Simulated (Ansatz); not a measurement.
# Li on Ta(100): change of the work function, part 4 of 5

Wanted: Δφ(θ) for Li/Ta(100), starting from the hollow site.

Ansatz 0.2.0; plane-wave DFT, LDA, Ansatz PAW (the session's first sound run).

So far, work function, upper face (eV): step 2 (the clean slab) 3.98; step 3 (46 atoms, coverage 0.111 ML, cell 3x3) 3.72; step 4 (21 atoms, coverage 0.25 ML, cell 2x2) 3.39; step 5 (22 atoms, coverage 0.5 ML, cell 2x2) 2.99.

**6. The covered slab, k-mesh 9×9×1, coverage 1 ML**

System of this step: Li/Ta(100). The cell holds 6 atoms: 5 Ta and 1 Li. Its edges and angles: a = 3.310 Å, b = 3.310 Å, c = 26.306 Å, α = 90.0°, β = 90.0°, γ = 90.0°. Vacuum lies along c.

Another coverage, to see how the dipoles act on each other as their distance changes.

Input file input.yaml:

```yaml
crystal:
  lattice:
    - [3.31, 0.0, 0.0]
    - [0.0, 3.31, 0.0]
    - [0.0, 0.0, 26.3055893984]
  atoms:
    - { symbol: Ta, position: [0.0, 0.0, 0.3421326116] }
    - { symbol: Ta, position: [0.5, 0.5, 0.4050469974] }
    - { symbol: Ta, position: [0.0, 0.0, 0.4651227798] }
    - { symbol: Ta, position: [0.5, 0.5, 0.5274061293] }
    - { symbol: Ta, position: [0.0, 0.0, 0.5789230301] }
    - { symbol: Li, position: [0.5, 0.5, 0.6578673884] }
kpoints:
  mp_grid: { grid: [9, 9, 1] }
hamiltonian:
  xc: lda
scf:
  occupations: { method: fermi_dirac, width: 0.1 }
  convergence: { dr2_threshold: 1.0e-08 }
efield:
  axis: 3
  dipole_correction: true
  ramp_position: 0.97
  ramp_width: 0.06
relax:
  f_tol: 0.02
  max_steps: 60
  constraints: [{ sites: [0, 1] }]
output:
  bader: true
  write_potential: true
  write_density: true
  volumetric_format: npy
```

Launch:

```sh
> ansatz run input.yaml --threads 8 --pin off --max-ram 12288MiB --backend cpu --events-out ev --progress --plain --runs-dir out
```

Numbers of over 12 decimals in the logs are rounded to 6 here.

The program printed:

```text
[...]
Crystal: 6 atoms, lattice volume = 288.207 Å³
Basis set: ecut = 420 eV, 5703 PW (Γ)
Bands: 41, of which v1, the nominal top of the filled ones, is band 34 counted from 1 (33 counted from 0)
Symmetry: 8 space group operations
[...]
k-points: 15 of 81
[...]
- { symbol: Ta, position: [0, 0.0, 0.579204] }
    - { symbol: Li, position: [0.500000, 0.500000, 0.650482] }
--- Bader charges: 6 sites ---
  site symbol  charge [e]  shift [e]
     0     Ta     -0.1029     0.0000
     1     Ta      0.0388     0.0000
     2     Ta      0.1323     0.0000
     3     Ta     -0.0688     0.0002
     4     Ta     -0.7874     0.0007
     5     Li      0.7880     0.0004
  estimated error of the sums over rays = 8.7e-4 e
[key lines of the parts left out:]
SCF converged after 7 iterations
Free energy (F): -48611.144137 eV
Fermi energy:    3.681639 eV
Dipole field:    D = 0.037216 V/Å  (p = 0.059275 e·Å, saw-weighted, corrected)
Work function:   Φ+ = 3.2095 eV   Φ− = 4.1885 eV
```

The job ended after 21 s (8 threads of Arm Neoverse V2, shared host; peak memory 0.78 GiB).

The steps of the relaxation:

```csv
step,energy less that of the first step (eV),largest force component (eV/Å)
1,0.0000,0.3594
2,-0.0128,0.5076
3,-0.0298,0.1287
4,-0.0306,0.0235
5,-0.0306,0.0064
```

The run keeps the 8 symmetry operations that it works with, so distortions that break them were not tested.

The atoms that moved most (Å):

```csv
atom,dx,dy,dz,length
Li6,0.000,0.000,-0.194,0.194
Ta3,0.000,0.000,-0.008,0.008
Ta5,0.000,0.000,0.007,0.007
```

Running mean over 1.655 Å of the planar mean; the ramp of the sawtooth is left out. Electron's electrostatic potential energy less the Fermi level against z:

z (Å), electron's electrostatic potential energy less the Fermi level (eV) and a bar from the least value:
```
        4        4.2 ##############################
        5        4.2 ##############################
        6        4.1 ##############################
        7        3.2 ############################
        8       -2.4 ##################
        9       -9.6 ####
       10      -10.0 ###
       11      -10.4 ##
       12      -10.4 ##
       13      -10.0 ###
       14      -11.5 
       15      -11.6 
       16       -5.5 ############
       17       -1.2 ####################
       18        1.0 ########################
       19        2.8 ###########################
       20        3.1 ############################
       21        3.2 ############################
       22        3.2 ############################
       23        3.2 ############################
```

The relaxation took 5 steps and lowered the energy by 0.031 eV; the largest force on the free atoms ends at 0.0064 eV/Å.

The covered face has 3.21 eV, -0.77 eV against the clean one; the bare back face has moved by -0.01 eV, a measure of how thin the slab is.

**7. Work function against coverage**

This step: plane-wave DFT, LDA, Ansatz PAW; work function against coverage (Ansatz 0.2.0).

The runs are now put side by side.

This step gave:

```
work function of the clean face     : 3.983 eV
largest change of the work function : -0.9954 eV
```

The work function of the covered face by coverage:

```csv
coverage (adsorbates/nm²),work function of the covered face (eV)
0.00,3.98
1.01,3.72
2.28,3.39
4.56,2.99
9.13,3.21
```

The dipole per adsorbate comes from the change of the cell's dipole. Coverage, by row:

```csv
coverage (1/nm²),coverage (ML),work function (eV),change (eV),"dipole per adsorbate, positive end outwards (debye)",mean height of the added atoms over the highest substrate atom (Å)
1.014,0.1111,3.725,-0.2584,0.677,1.804
2.282,0.25,3.391,-0.5922,0.676,1.826
4.564,0.5,2.988,-0.9954,0.571,1.912
9.127,1,3.209,-0.7735,0.223,1.875
```

**8. The 0.25 ML cell at another level of theory, cutoff 500 eV, functional r2SCAN**

This step: plane-wave DFT, r2SCAN, Ansatz PAW (Ansatz 0.2.0).

System of this step: Li/Ta(100). The cell holds 21 atoms: 20 Ta and 1 Li. Its edges and angles: a = 6.620 Å, b = 6.620 Å, c = 26.306 Å, α = 90.0°, β = 90.0°, γ = 90.0°. Vacuum lies along c.

The geometry is kept and the functional is r2SCAN; other changes against the main runs: cutoff 420 → 500.

Input file input.yaml:

```yaml
crystal:
  lattice:
    - [6.62, 0.0, 0.0]
    - [0.0, 6.62, 0.0]
    - [0.0, 0.0, 26.3055893984]
  atoms:
    - { symbol: Ta, position: [0.0, 0.0, 0.3421326116] }
    - { symbol: Ta, position: [0.25, 0.25, 0.4050469974] }
    - { symbol: Ta, position: [0.0024109562, 0.0024109562, 0.4650278134] }
    - { symbol: Ta, position: [0.25, 0.25, 0.5317616293] }
    - { symbol: Ta, position: [-0.0087503369, -0.0087503369, 0.5790174341] }
    - { symbol: Ta, position: [0.0, 0.5, 0.3421326116] }
    - { symbol: Ta, position: [0.25, 0.75, 0.4050469974] }
    - { symbol: Ta, position: [0.0024109562, 0.4975890438, 0.4650278134] }
    - { symbol: Ta, position: [0.25, 0.75, 0.5271252738] }
    - { symbol: Ta, position: [-0.0087503369, 0.5087503369, 0.5790174341] }
    - { symbol: Ta, position: [0.5, 0.0, 0.3421326116] }
    - { symbol: Ta, position: [0.75, 0.25, 0.4050469974] }
    - { symbol: Ta, position: [0.4975890438, 0.0024109562, 0.4650278134] }
    - { symbol: Ta, position: [0.75, 0.25, 0.5271252738] }
    - { symbol: Ta, position: [0.5087503369, -0.0087503369, 0.5790174341] }
    - { symbol: Ta, position: [0.5, 0.5, 0.3421326116] }
    - { symbol: Ta, position: [0.75, 0.75, 0.4050469974] }
    - { symbol: Ta, position: [0.4975890438, 0.4975890438, 0.4650278134] }
    - { symbol: Ta, position: [0.75, 0.75, 0.5246338636] }
    - { symbol: Ta, position: [0.5087503369, 0.5087503369, 0.5790174341] }
    - { symbol: Li, position: [0.25, 0.25, 0.6484165318] }
kpoints:
  mp_grid: { grid: [5, 5, 1] }
hamiltonian:
  xc: r2scan
scf:
  occupations: { method: fermi_dirac, width: 0.1 }
  convergence: { dr2_threshold: 1.0e-08 }
efield:
  axis: 3
  dipole_correction: true
  ramp_position: 0.97
  ramp_width: 0.06
output:
  write_potential: true
  write_density: true
  volumetric_format: npy
```

The program printed:

```text
[...]
Crystal: 21 atoms, lattice volume = 1152.827 Å³
Basis set: ecut = 500 eV, 29111 PW (Γ), exchange–correlation on 200×200×768 points (64 copies of the dense FFT grid, shifted against one another)
Bands: 158, of which v1, the nominal top of the filled ones, is band 132 counted from 1 (131 counted from 0)
Symmetry: 8 space group operations
[...]
k-points: 6 of 25
[...]
SCF iter   1: F=—  HF=-199076.362308 eV  |F-HF|=—  |Δ(HF+E_count)|=         —  Δρ=8.38e-3  dr2=9.99e0  dr2_τ=4.79e-1  ethr=1.77e-3  p=0.212 e·Å  D=3.32e-2 V/Å  ΔV_dip=-0.87 eV  dr2_dipole=1.59e-1  V_vac-E_F(+/−)=3.27/4.14 eV  ⟨swp⟩=13.0  Hψ=5088  notcnv=0
[...]
SCF iter  11: F=-199076.386062 eV  HF=-199076.386062 eV  |F-HF|=7.57e-10  |Δ(HF+E_count)|=   8.32e-9  Δρ=3.24e-7  dr2=4.07e-9  dr2_τ=1.77e-10  ethr=3.80e-12  p=0.182 e·Å  D=2.86e-2 V/Å  ΔV_dip=-0.75 eV  dr2_dipole=1.64e-12  V_vac-E_F(+/−)=3.22/3.97 eV  ⟨swp⟩=9.0  Hψ=2866  notcnv=0
SCF 1 converged in 11 iterations: F = -199076.386062 eV  dr2 = 4.07e-9
[...]
SCF converged after 11 iterations
Free energy (F): -199076.386062 eV
[...]
Internal energy: -199075.821816 eV  (E = F + TS)
E sigma→0 (E₀):  -199076.103939 eV
Entropy (-TS):   -0.564246 eV (-26.869 meV/atom)
Fermi energy:    3.606196 eV
Dipole field:    D = 0.028643 V/Å  (p = 0.182484 e·Å, saw-weighted, corrected)
Work function:   Φ+ = 3.2204 eV   Φ− = 3.9739 eV
[...]
--- Band table (eV; the first three rows and the last of 6) ---
  k-point 0: bands = [... 128 lower, 3.3780, 3.5412, 3.8990, 4.0374, 4.1140, 4.1368, 4.1368, 4.3759, ... 22 higher]
  k-point 1: bands = [... 128 lower, 3.4535, 3.4760, 3.5560, 3.7513, 3.9144, 4.0042, 4.1217, 4.2592, ... 22 higher]
  k-point 2: bands = [... 128 lower, 3.3711, 3.3857, 3.4684, 3.6705, 3.8014, 3.8277, 3.8551, 4.0514, ... 22 higher]
  k-point 5: bands = [... 128 lower, 2.8210, 2.8768, 2.9396, 3.0067, 3.4017, 3.8596, 3.8769, 4.0348, ... 22 higher]
```

It took 58 s on 8 threads; peak memory 7.1 GiB; 7.6 min of CPU time.

The column dr2 measures how far the density is from self-consistency, as an energy; F and HF (Harris–Foulkes) agree once it is small.

Numbers from this step:

| Quantity | Value |
| --- | --- |
| energy at zero smearing | -199076.1039 eV |
| work function, upper face | 3.220 eV |
| work function, lower face | 3.974 eV |
| dipole along the normal | 0.1825 e·Å |
| step between the vacuum levels | -0.7535 eV |

The work function comes to 3.22 eV, -0.17 eV from the first level.

**9. The 0.25 ML cell at another level of theory, cutoff 420 eV, functional revpbe**

This step: plane-wave DFT, revPBE, Ansatz PAW (Ansatz 0.2.0).

The geometry is kept and the functional is revPBE.

Changes to input.yaml since step 8:

```diff
@@ -30,3 +30,3 @@
 hamiltonian:
-  xc: r2scan
+  xc: revpbe
 scf:
```

The program printed:

```text
[...]
Crystal: 21 atoms, lattice volume = 1152.827 Å³
Basis set: ecut = 420 eV, 22551 PW (Γ)
Bands: 158, of which v1, the nominal top of the filled ones, is band 132 counted from 1 (131 counted from 0)
Symmetry: 8 space group operations
[...]
k-points: 6 of 25
[...]
SCF iter   1: F=—  HF=-199015.450556 eV  |F-HF|=—  |Δ(HF+E_count)|=         —  Δρ=6.52e-3  dr2=5.25e0  ethr=1.77e-3  p=0.212 e·Å  D=3.32e-2 V/Å  ΔV_dip=-0.87 eV  dr2_dipole=7.40e-2  V_vac-E_F(+/−)=3.08/3.96 eV  ⟨swp⟩=13.3  Hψ=5066  notcnv=0
[...]
SCF iter  10: F=-199015.243701 eV  HF=-199015.243701 eV  |F-HF|=3.20e-10  |Δ(HF+E_count)|=   2.00e-8  Δρ=3.17e-7  dr2=2.84e-9  ethr=3.80e-12  p=0.173 e·Å  D=2.72e-2 V/Å  ΔV_dip=-0.71 eV  dr2_dipole=1.20e-10  V_vac-E_F(+/−)=3.12/3.83 eV  ⟨swp⟩=10.2  Hψ=2825  notcnv=0
SCF 1 converged in 10 iterations: F = -199015.243701 eV  dr2 = 2.84e-9
[...]
SCF converged after 10 iterations
Free energy (F): -199015.243701 eV
[...]
Internal energy: -199014.618535 eV  (E = F + TS)
E sigma→0 (E₀):  -199014.931118 eV
Entropy (-TS):   -0.625165 eV (-29.770 meV/atom)
Fermi energy:    3.741578 eV
Dipole field:    D = 0.027164 V/Å  (p = 0.173058 e·Å, saw-weighted, corrected)
Work function:   Φ+ = 3.1198 eV   Φ− = 3.8343 eV
[...]
--- Band table (eV; the first three rows and the last of 6) ---
  k-point 0: bands = [... 128 lower, 3.5623, 3.7000, 3.9906, 4.1606, 4.2195, 4.2195, 4.2342, 4.4515, ... 22 higher]
  k-point 1: bands = [... 128 lower, 3.5748, 3.6309, 3.7171, 3.8537, 4.0756, 4.1050, 4.2540, 4.3390, ... 22 higher]
  k-point 2: bands = [... 128 lower, 3.5159, 3.5687, 3.6442, 3.7764, 3.9091, 3.9562, 4.0091, 4.1518, ... 22 higher]
  k-point 5: bands = [... 128 lower, 3.0044, 3.0262, 3.1293, 3.1825, 3.5320, 3.9648, 3.9757, 4.1133, ... 22 higher]
```

The job ended after 28 s (8 threads; peak memory 4.6 GiB; 3.7 min of CPU time).

Numbers from this step:

```yaml
energy_at_zero_smearing: -199014.9311 eV
work_function_upper_face: 3.120 eV
work_function_lower_face: 3.834 eV
dipole_along_the_normal: 0.1731 e·Å
step_between_the_vacuum_levels: -0.7146 eV
```

The work function comes to 3.12 eV, -0.27 eV from the first level.

**10. The 0.25 ML cell at another level of theory, cutoff 1290 eV, functional PBE**

This step: plane-wave DFT, PBE, JTH PAW (Ansatz 0.2.0).

The geometry is kept and the functional is PBE; other changes against the main runs: JTH PAW files and cutoff 420 → 1290.

Changes to input.yaml since step 9:

```diff
@@ -30,3 +30,4 @@
 hamiltonian:
-  xc: revpbe
+  xc: pbe
+  pseudopotentials: { kind: paw, source: jth }
 scf:
```

The program printed:

```text
[...]
k-point 0: bands = [... 128 lower, 3.3671, 3.4904, 3.7878, 3.9631, 4.0164, 4.0164, 4.0379, 4.2474, ... 22 higher]
  k-point 1: bands = [... 128 lower, 3.3726, 3.4248, 3.5180, 3.6499, 3.8744, 3.9082, 4.0566, 4.1356, ... 22 higher]
  k-point 2: bands = [... 128 lower, 3.3118, 3.3737, 3.4493, 3.5743, 3.7060, 3.7530, 3.8145, 3.9477, ... 22 higher]
  k-point 5: bands = [... 128 lower, 2.8065, 2.8227, 2.9324, 2.9838, 3.3280, 3.7624, 3.7729, 3.9101, ... 22 higher]
[key lines of the parts left out:]
SCF converged after 15 iterations
Free energy (F): -198051.536898 eV
Fermi energy:    3.540552 eV
Dipole field:    D = 0.027858 V/Å  (p = 0.177479 e·Å, saw-weighted, corrected)
Work function:   Φ+ = 3.2203 eV   Φ− = 3.9531 eV
```

Wall time 4.9 min (8 threads); peak memory 9.1 GiB; 37 min of CPU time.

The work function comes to 3.22 eV, -0.17 eV from the first level.

**11. The 0.25 ML cell at another level of theory, cutoff 1034.03 eV, functional PBE**

This step: plane-wave DFT, PBE, norm-conserving (Ansatz 0.2.0).

The geometry is kept and the functional is PBE; other changes against the main runs: norm-conserving files and cutoff 420 → 1034.03.

Changes to input.yaml since step 10:

```diff
@@ -31,3 +31,3 @@
   xc: pbe
-  pseudopotentials: { kind: paw, source: jth }
+  pseudopotentials: { kind: nc }
 scf:
```

The program printed:

```text
[...]
Crystal: 21 atoms, lattice volume = 1152.827 Å³
Basis set: ecut = 1034.032677 eV, 87069 PW (Γ)
Bands: 326, of which v1, the nominal top of the filled ones, is band 272 counted from 1 (271 counted from 0)
Symmetry: 8 space group operations
[...]
k-points: 6 of 25
[...]
k-point 0: bands = [... 268 lower, 6.0148, 6.1391, 6.4164, 6.6113, 6.6504, 6.6504, 6.6856, 6.8820, ... 50 higher]
  k-point 1: bands = [... 268 lower, 6.0086, 6.0715, 6.1623, 6.2843, 6.5153, 6.5570, 6.7028, 6.7687, ... 50 higher]
  k-point 2: bands = [... 268 lower, 5.9577, 6.0194, 6.0980, 6.2148, 6.3414, 6.3901, 6.4627, 6.5905, ... 50 higher]
  k-point 5: bands = [... 268 lower, 5.4506, 5.4604, 5.5785, 5.6274, 5.9681, 6.4028, 6.4129, 6.5513, ... 50 higher]
[key lines of the parts left out:]
SCF converged after 15 iterations
Free energy (F): -161521.858311 eV
Fermi energy:    6.182584 eV
Dipole field:    D = 0.027581 V/Å  (p = 0.175715 e·Å, saw-weighted, corrected)
Work function:   Φ+ = 3.2155 eV   Φ− = 3.9411 eV
```

Elapsed: 5.3 min, on 8 threads; peak memory 8.5 GiB; 41 min of CPU time.

The work function comes to 3.22 eV, -0.18 eV from the first level.

**12. Side by side**

Times are for 8 threads of Arm Neoverse V2, shared host. The series side by side:

```csv
no.,functional,"work function, upper face (eV)",dipole along the normal (e·Å),time,memory (GiB)
1,r2scan,3.220,0.1825,58 s,7.1
2,revpbe,3.120,0.1731,28 s,4.6
3,pbe,3.220,0.1775,4.9 min,9.1
4,pbe,3.216,0.1757,5.3 min,8.5
```

(Part 4 of 5 ends here.)

[Logs are printed without paths, hosts, clocks, repeated set-up lines and the standing remarks that a program may print on its own settings, such as how far it seeks lower states.]

[Hosts, paths, dates, database ids (printed as entryN), source tags and the programs' standing remarks are cut or masked in the printed files.]

[Maps of the electrostatic potential energy from Ansatz leave out the sawtooth potential of an applied field or a dipole correction, so their vacuum need not be flat; planar profiles and work functions include it.]
